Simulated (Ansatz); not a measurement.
# PbO (model cell, started as wurtzite): from the cell to its phonons, part 3 of 3

Wanted: phonon frequencies of PbO (model cell, started as wurtzite) and what follows from them.

Ansatz 0.2.0; DFT PBEsol, scalar-relativistic, plane waves, PAW.

So far. Step 3 (Tight relaxation): The largest force component left is 0.38 meV/Å and the pressure is 0.004 GPa, within the tolerances set. The cell now holds 21.08 Å³/atom. Step 4 (Linear response at the zone centre): Before it was imposed, the acoustic sum rule was missed by 5.2e-5 eV/Å² and the charge sum rule by 0.014 e. Small misses are needed for a sound result but don't prove that mesh and cutoff are converged. The relaxed cell has a = 4.171, c = 5.598 Å (conventional setting).

The structure was built from a prototype and need not be the compound's stable phase.

### Step 5. The dispersion

Stability and thermal properties need the whole zone. Linear response on a 3×3×2 q mesh gives force constants as far as a supercell of that size would, and the tensors from the zone-centre run are typed in so that the long-range dipole term is interpolated apart.

input.yaml

```yaml
crystal:
  lattice:
    - [4.1705766839, -3.0283e-06, 0.0]
    - [-2.0852857194, 3.6118268708, 0.0]
    - [0.0, 0.0, 5.5976650286]
  atoms:
    - { symbol: Pb, position: [0.3333333333, 0.6666666667, -0.0211299545] }
    - { symbol: Pb, position: [0.6666666667, 0.3333333333, 0.4788700455] }
    - { symbol: O, position: [0.3333333333, 0.6666666667, 0.3961299545] }
    - { symbol: O, position: [0.6666666667, 0.3333333333, 0.8961299545] }
kpoints:
  mp_grid: { grid: [9, 9, 4] }
hamiltonian:
  xc: pbesol
scf:
  occupations: { method: fixed }
output:
  eigenvalues: true
phonons:
  method: dfpt
  qmesh: [3, 3, 2]
  temperatures: { t_max: 1000, t_step: 50 }
  qpath:
    path:
      - [[0.0, 0.0, 0.0], [0.5, 0.0, 0.0], [0.33333333, 0.33333333, 0.0], [0.0, 0.0, 0.0], [0.0, 0.0, 0.5], [0.5, 0.0, 0.5], [0.33333333, 0.33333333, 0.5], [0.0, 0.0, 0.5]]
      - [[0.5, 0.0, 0.5], [0.5, 0.0, 0.0]]
      - [[0.33333333, 0.33333333, 0.5], [0.33333333, 0.33333333, 0.0]]
    npoints: 10
  non_analytic_term:
    high_frequency_dielectric_tensor: [[7.3876, 0.0, 0.0], [0.0, 7.3876, 0.0], [0.0, 0.0, 7.7357]]
    born_effective_charges:
      - { species: Pb, tensor: [[2.3726, 0.0, 0.0], [0.0, 2.3726, 0.0], [0.0, 0.0, 2.9846]] }
      - { species: Pb, tensor: [[2.3726, 0.0, 0.0], [0.0, 2.3726, 0.0], [0.0, 0.0, 2.9846]] }
      - { species: O, tensor: [[-2.3726, 0.0, 0.0], [0.0, -2.3726, 0.0], [0.0, 0.0, -2.9846]] }
      - { species: O, tensor: [[-2.3726, 0.0, 0.0], [0.0, -2.3726, 0.0], [0.0, 0.0, -2.9846]] }
    source: "zone-centre run at this cell"
```

Launch:

```bash
> ansatz run input.yaml --threads 4 --pin off --max-ram 7168MiB --backend cpu --events-out ev --progress --plain --runs-dir out
```

Numbers of over 12 decimals in the logs are rounded to 6 here.

Output:

```text
Warning: phonons: the dynamical matrix that this run interpolates holds no multipole term above the dipole-dipole one, and a site of this crystal is no centre of inversion, so its interpolated transverse optical and acoustic branches and sound speeds can stay off near Gamma, and the density of states and the thermodynamics with them. What a run solves at a wave vector of phonons.qpoints, Gamma apart, where the deck admits one, is free of this, and under fd what a larger phonons.supercell samples
[...]
Crystal: 4 atoms, lattice volume = 84.320 Å³
Basis set: ecut = 420 eV, 1645 PW (Γ), exchange–correlation on 60×60×80 points (8 copies of the dense FFT grid, shifted against one another)
Bands: 24, of which v1, the nominal top of the filled ones, is band 20 counted from 1 (19 counted from 0)
Symmetry: 12 space group operations
k-points: 36 of 324 (time reversal used)
[...]
SCF iter   1: F=—  HF=-24630.234277 eV  |F-HF|=—  |Δ(HF+E_count)|=         —  Δρ=2.16e-2  dr2=4.06e-1  ethr=1.77e-3  ⟨swp⟩=5.0  Hψ=3240  notcnv=0  defer=67
[...]
SCF iter  10: F=-24630.159852 eV  HF=-24630.159852 eV  |F-HF|=3.64e-12  |Δ(HF+E_count)|=  1.53e-10  Δρ=8.77e-8  dr2=5.37e-12  ethr=1.00e-12  ⟨swp⟩=6.8  Hψ=5756  notcnv=0
SCF 1 converged in 10 iterations: F = -24630.159852 eV  dr2 = 5.37e-12
[...]
DFPT response loops at q = (0, 0, 0) (fractional): preconditioner auto → Resta (q_TF=auto, 2.409 Å⁻¹)  ε∞=5.8 (no band partly filled); β = 1.00, the filter's whole step (`scf.mixing.beta` (0.50) is not read by the response loops at its default; to damp them type it under 1.00, their step now; it binds the ground state too); Broyden in place of MSR1
[...]
SCF converged after 10 iterations
Free energy (F): -24630.159852 eV
[...]
Internal energy: -24630.159852 eV  (E = F + TS)
E sigma→0 (E₀):  -24630.159852 eV
Fermi energy:    7.889935 eV
[...]
--- Band table (eV; the first three rows and the last of 36) ---
  k-point 0: bands = [... 16 lower, 4.8455, 5.6157, 5.6157, 5.6409, 11.6120, 12.5298, 12.5298, 13.2264]
  k-point 1: bands = [... 16 lower, 5.2146, 5.5143, 5.5143, 6.0080, 11.3024, 12.5111, 12.5111, 12.9969]
  k-point 2: bands = [... 16 lower, 5.2499, 5.2499, 6.2276, 6.2276, 11.4011, 11.4011, 12.6375, 12.6375]
  k-point 35: bands = [... 16 lower, 5.4349, 5.4349, 7.8899, 7.8899, 9.8590, 9.8590, 11.2715, 11.2715]
--- Phonons (Γ-DFPT): 4 representative perturbations + reference (Σ response iterations 12) ---
  ASR residual: 5.088e-5 → 0.000e0 eV/Å²; symmetrization residual: 6.341e-6 eV/Å²
  ASR residual per site (eV/Å²): 2.42e-5 2.42e-5 5.09e-5 5.09e-5
[...]
--- Phonons (arbitrary-q DFPT): 6 irreducible q on the 3×3×2 mesh ---
  q = [0.0000, 0.0000, 0.0000] (star 1, of the zone-centre solve; hermiticity 1.70e-6, symmetrization 2.40e-7): -0.00 0.00 0.00 55.42 55.42 109.25 207.91 207.91 243.39 250.95 263.12 263.12
  q = [0.0000, 0.0000, -0.5000] (star 1, 4 solved perturbations in 412 linear systems a pass and spin channel, the states on 163 of 324 k-point pairs; hermiticity 2.06e-6, symmetrization 9.78e-7): 38.53 38.53 38.53 38.53 68.85 68.85 240.62 240.62 240.62 240.62 356.31 356.31
[...]
sum rule: each row above includes the acoustic sum rule's correction from the zone centre's row sums; it moved no ω² by more than (0.93 cm⁻¹)²
  mesh force constants: q→R imaginary residual 0.00e0; ASR residual 5.088e-5 → 0.000e0 eV/Å²; symmetrization residual 4.441e-15 eV/Å²
  interpolated dispersion: 94 rows × 12 modes
  density of states and harmonic sums: on the 18×18×12 q-mesh, interpolated from the force constants of a 3×3×2 supercell (with the dipole–dipole term of supplied tensors)
  largest difference from the sums on the solved wave vectors: F 8.62e-2 eV, S 1.16e-4 and C_V 3.20e-5 eV/K
  zero-point energy: 0.108237 eV/cell   skipped modes (ω ≤ 0): 294, of them read as no rigid motion or as one in doubt: 291 (1.181e0 modes/cell left out, lowest -159.57 cm⁻¹)   left out of the sums: 9.84e-2 of the cell's modes: C_V's classical limit lies that fraction below 3 k_B per atom; for a crystal, a wire or a layer, F and S can be off by more, and a phonons.interpolated_qmesh denser along its periods is the remedy for the sampling
```

The job ended after 8.5 min (4 threads of Arm Neoverse V1, shared host; peak memory 1.8 GiB).

Numbers from this step:

- sum-rule residual before enforcement: 5.09e-5 eV/Å²
- lowest frequency on the path: -159.6 cm⁻¹
- highest frequency on the path or at a solved wavevector: 386.9 cm⁻¹
- lowest mode on the q mesh (acoustic modes at Γ apart): -159.6 cm⁻¹

Frequencies (cm⁻¹) solved at each irreducible wavevector; negative means imaginary. Frequencies by wavevector, by row:

```tsv
q in reciprocal lattice units	star	mode 1	mode 2	mode 3	mode 4	mode 10	mode 11	mode 12
0 0 0	1	0	0	0	55.4	250.9	263.1	263.1
0 0 -0.5	1	38.5	38.5	38.5	38.5	240.6	356.3	356.3
0 0.3333 0	6	-50.3	35.2	35.9	50.7	236.3	303.9	326.6
0 0.3333 -0.5	6	25.3	25.3	45.4	45.4	231.8	359.1	359.1
0.3333 0.3333 0	2	-159.6	12.1	59.8	59.8	195.1	320.7	320.7
0.3333 0.3333 -0.5	2	-86.7	-86.7	45.1	45.1	249.1	357.6	357.6
```

Interpolated from a 3×3×2 q mesh, with the LO-TO term (at Γ the limit along the path; where Γ stands inside the path, tables give the limit on arrival). The phonon branches at the labelled points (cm⁻¹):

```tsv
point	branch 1	branch 2	branch 3	branch 4	branch 9	branch 10	branch 11	branch 12
Γ	0	0	0	55	243	251	263	359
halfway	-30	32	43	57	230	241	291	336
M	-85	-29	21	54	175	228	315	319
halfway	-133	18	54	56	158	221	318	320
K	-160	12	60	60	195	195	321	321
halfway	-29	-27	37	74	218	240	298	331
Γ	0	0	0	55	243	251	263	359
halfway	21	21	37	51	257	257	294	384
A	38	38	38	38	241	241	356	356
halfway	31	31	40	40	234	234	358	358
L	-12	-12	52	52	231	231	360	360
halfway	-55	-55	49	49	241	241	359	359
H	-87	-87	45	45	249	249	358	358
halfway	26	26	42	42	236	236	358	358
A	38	38	38	38	241	241	356	356
jump to L	-12	-12	52	52	231	231	360	360
halfway	-63	23	51	58	175	246	335	337
M	-85	-29	21	54	175	228	315	319
jump to H	-87	-87	45	45	249	249	358	358
halfway	-140	-29	53	53	229	229	336	336
K	-160	12	60	60	195	195	321	321
```

Tetrahedra on a 18×18×12 mesh, mean over bins of 5 cm-1. Interpolated from a 3×3×2 q mesh. Table of phonon density of states by wavenumber; read off at these points:

wavenumber (cm⁻¹), phonon density of states (1/cm⁻¹/cell) and a bar:
```
     -162      0.000 
     -148      0.002 
     -132      0.003 #
     -118      0.004 #
     -102      0.004 #
      -88      0.006 #
      -72      0.007 ##
      -58      0.007 ##
      -42      0.008 ##
      -28      0.013 ###
      -12      0.022 #####
        2      0.016 ####
       18      0.030 #######
       32      0.025 ######
       48      0.074 ##################
       62      0.051 ############
       78      0.012 ###
       92      0.025 ######
      108      0.124 ##############################
      118      0.022 #####
      132      0.012 ###
      148      0.021 #####
      162      0.021 #####
      178      0.023 ######
      192      0.021 #####
      208      0.022 #####
      222      0.024 ######
      238      0.042 ##########
      248      0.083 ####################
      252      0.017 ####
      268      0.001 
      282      0.003 #
      298      0.005 #
      312      0.014 ###
      322      0.041 ##########
      328      0.033 ########
      342      0.030 #######
      358      0.066 ################
      372      0.003 #
      388      0.000
```

Phonopy on the run's constants, 15x15x11 mesh, Gaussian sigma 4.1 cm-1. Interpolated from a 3×3×2 q mesh. Partial phonon density of states against wavenumber; read off at these points; values in 1/cm⁻¹/cell:

```tsv
wavenumber (cm⁻¹)	O	Pb
-160.0	4.2e-4	0
-150.0	0.00168	1.0e-5
-140.0	0.00245	3.3e-5
-130.0	0.00337	7.9e-5
-120.0	0.00299	1.1e-4
-110.0	0.00437	2.8e-4
-100.0	0.00413	3.8e-4
-90.0	0.00537	6.7e-4
-80.0	0.00377	7.3e-4
-70.0	0.00652	0.00203
-67.8	0.00654	0.00219
-60.0	0.00436	0.00197
-50.0	0.00444	0.00334
-40.0	0.00348	0.00415
-30.0	0.00502	0.00959
-20.0	0.00472	0.0148
-10.0	0.00372	0.0154
0.0	0.00146	0.00626
10.0	0.00359	0.0153
20.0	0.00571	0.0284
30.0	0.00488	0.0295
40.0	0.00674	0.0509
48.5	0.00663	0.0639
50.0	0.00680	0.0634
60.0	0.00759	0.0479
70.0	0.00299	0.0180
80.0	9.5e-4	0.0123
90.0	0.00120	0.0250
100.0	0.00469	0.0791
106.7	0.0071	0.101
110.0	0.00705	0.0895
120.0	0.00525	0.0190
130.0	0.00702	0.00612
140.0	0.00997	0.00636
150.0	0.0147	0.00741
160.0	0.0172	0.00660
170.0	0.0177	0.00503
180.0	0.0185	0.00412
190.0	0.0178	0.00330
200.0	0.0175	0.00265
210.0	0.0196	0.00253
220.0	0.0207	0.00229
230.0	0.0299	0.00290
240.0	0.0468	0.00397
244.8	0.0578	0.00473
250.0	0.0436	0.00354
260.0	0.00535	4.3e-4
270.0	0.00152	8.2e-5
280.0	0.00263	1.2e-4
290.0	0.00373	1.3e-4
300.0	0.00606	1.7e-4
310.0	0.0122	2.2e-4
320.0	0.0296	4.4e-4
324.7	0.0339	6.2e-4
330.0	0.0309	7.2e-4
340.0	0.0285	7.5e-4
350.0	0.0364	0.00105
357.4	0.0433	0.00127
360.0	0.0360	0.00114
370.0	0.00587	3.4e-4
380.0	0.00124	9.0e-5
390.0	1.3e-4	1.1e-5
400.0	0	0
```

Symmetry leaves 6 wavevectors to solve. The lowest mode among them, the acoustic zeros apart, lies at q = (0.333, 0.333, 0) and is imaginary, 159.6i cm⁻¹, so the energy falls along it.

### Step 6. Another isotope, element O, natural mass 15.999 amu

An isotope changes the mass and not the force constants, so no new electronic calculation is needed; the shifts show which modes move this element.

The same force constants with the mass of O changed from 15.999 to 17.999 u (phonopy, no LO-TO term). Both lists are sorted by frequency; levels can cross, so a row need not hold one and the same mode. Modes under 3 cm⁻¹ are left out. Isotope shifts, by row, the first 40 of 45 rows:

```tsv
q	rank	natural mass (cm⁻¹)	changed mass (cm⁻¹)
0 0 0	4	55.42	55.11
0 0 0	5	55.42	55.11
0 0 0	6	109.2	108.8
0 0 0	7	207.9	197.1
0 0 0	8	207.9	197.1
0 0 0	9	243.4	230.5
0 0 0	10	250.9	237.6
0 0 0	11	263.1	249.2
0 0 0	12	263.1	249.2
0 0 -0.5	1	38.53	38.34
0 0 -0.5	2	38.53	38.34
0 0 -0.5	3	38.53	38.34
0 0 -0.5	4	38.53	38.34
0 0 -0.5	5	68.85	68.57
0 0 -0.5	6	68.85	68.57
0 0 -0.5	7	240.6	228
0 0 -0.5	8	240.6	228
0 0 -0.5	9	240.6	228
0 0 -0.5	10	240.6	228
0 0 -0.5	11	356.3	337.3
0 0 -0.5	12	356.3	337.3
0 0.3333 0	1	-50.26	-48.84
0 0.3333 0	2	35.21	34.7
0 0.3333 0	3	35.93	35.38
0 0.3333 0	4	50.66	49.77
0 0.3333 0	5	89.58	89.3
0 0.3333 0	6	105.2	105
0 0.3333 0	7	115.4	112.8
0 0.3333 0	8	143.3	139.2
0 0.3333 0	9	206	195.7
0 0.3333 0	10	236.3	223.9
0 0.3333 0	11	303.9	286.7
0 0.3333 0	12	326.6	308.6
0 0.3333 -0.5	1	25.28	24.95
0 0.3333 -0.5	2	25.28	24.95
0 0.3333 -0.5	3	45.42	45.23
0 0.3333 -0.5	4	45.42	45.23
0 0.3333 -0.5	5	106.7	106.5
0 0.3333 -0.5	6	106.7	106.5
0 0.3333 -0.5	7	167.5	160
```

A mode of this element alone would shift by -5.72 %. The highest zone-centre frequency without the field goes from 263.1 to 249.2 cm⁻¹ (-5.3 %). The product of the frequency ratios over all optical modes at Γ is 0.712; the product rule, (m/m′)^(3k/2) (M′/M)^(3/2) with k = 2 such atoms and M the mass of the cell, gives 0.712.

### Step 7. Another isotope, element Pb, natural mass 207.2 amu

The same for Pb, from 207.20 to 203.97 u.

The same force constants with the mass of Pb changed from 207.200 to 203.973 u (phonopy, no LO-TO term). Both lists are sorted by frequency; levels can cross, so a row need not hold one and the same mode. Modes under 3 cm⁻¹ are left out. Isotope shifts, by row, the first 40 of 45 rows:

```tsv
q	rank	natural mass (cm⁻¹)	changed mass (cm⁻¹)
0 0 0	4	55.42	55.82
0 0 0	5	55.42	55.82
0 0 0	6	109.2	110
0 0 0	7	207.9	208.1
0 0 0	8	207.9	208.1
0 0 0	9	243.4	243.5
0 0 0	10	250.9	251.1
0 0 0	11	263.1	263.3
0 0 0	12	263.1	263.3
0 0 -0.5	1	38.53	38.81
0 0 -0.5	2	38.53	38.81
0 0 -0.5	3	38.53	38.81
0 0 -0.5	4	38.53	38.81
0 0 -0.5	5	68.85	69.36
0 0 -0.5	6	68.85	69.36
0 0 -0.5	7	240.6	240.8
0 0 -0.5	8	240.6	240.8
0 0 -0.5	9	240.6	240.8
0 0 -0.5	10	240.6	240.8
0 0 -0.5	11	356.3	356.5
0 0 -0.5	12	356.3	356.5
0 0.3333 0	1	-50.26	-50.47
0 0.3333 0	2	35.21	35.42
0 0.3333 0	3	35.93	36.15
0 0.3333 0	4	50.66	50.94
0 0.3333 0	5	89.58	90.25
0 0.3333 0	6	105.2	106
0 0.3333 0	7	115.4	116
0 0.3333 0	8	143.3	143.8
0 0.3333 0	9	206	206.2
0 0.3333 0	10	236.3	236.5
0 0.3333 0	11	303.9	303.9
0 0.3333 0	12	326.6	326.7
0 0.3333 -0.5	1	25.28	25.44
0 0.3333 -0.5	2	25.28	25.44
0 0.3333 -0.5	3	45.42	45.76
0 0.3333 -0.5	4	45.42	45.76
0 0.3333 -0.5	5	106.7	107.5
0 0.3333 -0.5	6	106.7	107.5
0 0.3333 -0.5	7	167.5	167.8
```

A mode of this element alone would shift by +0.79 %. The highest zone-centre frequency without the field goes from 263.1 to 263.3 cm⁻¹ (+0.1 %). The product of the frequency ratios over all optical modes at Γ is 1.026; the product rule, (m/m′)^(3k/2) (M′/M)^(3/2) with k = 2 such atoms and M the mass of the cell, gives 1.026.

### Step 8. Results

| Item | Value |
| --- | --- |
| space group after relaxation (within 0.01 Å) | P6_3mc |
| volume per atom | 21.1 Å³ |
| gap on the k-mesh | 1.80 eV |
| highest optical mode at the zone centre (no LO-TO term) | 263 cm⁻¹ |
| top of the zone-centre spectrum with the field | 387 cm⁻¹ |
| lowest optical zone-centre mode | 55.4 cm⁻¹ |
| mean high-frequency dielectric constant | 7.50 |
| mean static dielectric constant | 15.7 |
| largest Born charge (third of the trace) | 2.58 e |
| lowest mode on the q mesh (acoustic modes at Γ apart) | -160 cm⁻¹ |
| highest frequency on the path or at a solved wavevector | 387 cm⁻¹ |
| imaginary modes on the 3×3×2 q mesh | yes |

In words: Modes are clearly imaginary (beyond 10i cm⁻¹) at 3 of the 6 irreducible wavevectors, most at q = (0.333, 0.333, 0) (159.6i cm⁻¹), so this structure is not a minimum of the energy. Without the field, the optical modes at Γ span 55 to 263 cm⁻¹. The highest mode in this list at Γ, 263.1 cm⁻¹, is mostly motion of O (93 % of the kinetic energy). With the macroscopic field of the longitudinal modes the top of the zone-centre spectrum lies at 387 cm⁻¹, against 263 cm⁻¹ without it. Lattice motion raises the mean dielectric constant from 7.504 to 15.70. The strongest infrared line is at 263 cm⁻¹. Averaged over orientations, the strongest Raman line at 532 nm and 300 K is at 208 cm⁻¹, among the modes without the field; their longitudinal partners can be Raman active too. The tensors are the static, non-resonant ones, while 532 nm light (2.33 eV) lies above the computed gap. With the field response the log warns that the k mesh is coarse for the force constants too, so the frequencies may not be converged. The program warns that the interpolation holds no quadrupole term, so branches close to Γ can be off in this crystal. Spin-orbit coupling is left out, which can matter for the heavy elements here. The starting cell was built on a prototype and not taken from a measurement, so the phase need not exist. These are harmonic frequencies at zero temperature: anharmonic shifts, linewidths and thermal expansion are left out.

[Logs are printed without paths, hosts, clocks, repeated set-up lines and the standing remarks that a program may print on its own settings, such as how far it seeks lower states.]

[Hosts, paths, dates, database ids (printed as entryN), source tags and the programs' standing remarks are cut or masked in the printed files.]
